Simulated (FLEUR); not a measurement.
# Calculated records

```json
{"subject": "Magnetic state of MnAlGe from several starts", "lattice_ang": [[3.914, 0.0, 0.0], [0.0, 3.914, 0.0], [0.0, 0.0, 5.933]], "atoms": [["Mn", 0.0, 0.0, 0.0], ["Mn", 0.5, 0.5, 0.0], ["Al", 0.5, 0.0, 0.727], ["Al", 0.0, 0.5, 0.273], ["Ge", 0.5, 0.0, 0.28], ["Ge", 0.0, 0.5, 0.72]], "method": "PBEsol; all-electron FLAPW, Dirac cores, scalar-relativistic bands", "program": "FLEUR MaX-R8.1", "settings_of_one_run": "kmax 4.05 1/bohr, gmax 12.1 1/bohr, muffin tin radii Mn: 2.55, Al: 1.85, Ge: 1.93 bohr, lmax Mn: [10, 8], Al: [8, 6], Ge: [8, 6], hist occupations, smearing width 0.05 eV, mixer Anderson, mixing 0.05, max iterations 90, stop 2.00e-5 me/bohr³, collinear spin, 8×8×8 k-mesh, mesh matched on, starting moments 3.5 3.5 0 0 0 0 μB", "cost": "3 runs, 13 min in all on 4 MPI ranks of Arm Neoverse V2, shared host (the runs of this entry)", "notes": "The run is spin-polarised, with a total moment of 3.44 μB a cell. Known weakness: core electrons leave spheres. This is the lowest of 3 finished starts, no proof of the ground state.", "results": {"lowest_state_found": "ferromagnetic (initial ferro ++)", "largest_site_spin_moment": "1.82 μB", "next_finished_state": "antiferromagnetic, 159 meV a seeded atom higher", "energy_gained_by_spin_polarisation": "274 meV a seeded atom"}}
```

[Logs and program files are shortened in this print: banners, set-up blocks, solver, clock and traceback lines can be left out without a mark of their own.]

[Logs are printed without paths, hosts, clocks, repeated set-up lines and the standing remarks that a program may print on its own settings, such as how far it seeks lower states.]

[Hosts, paths, dates, database ids (printed as entryN), source tags and the programs' standing remarks are cut or masked in the printed files.]

[Where a cell is said to come from a database of computed structures, the database is the Materials Project.]
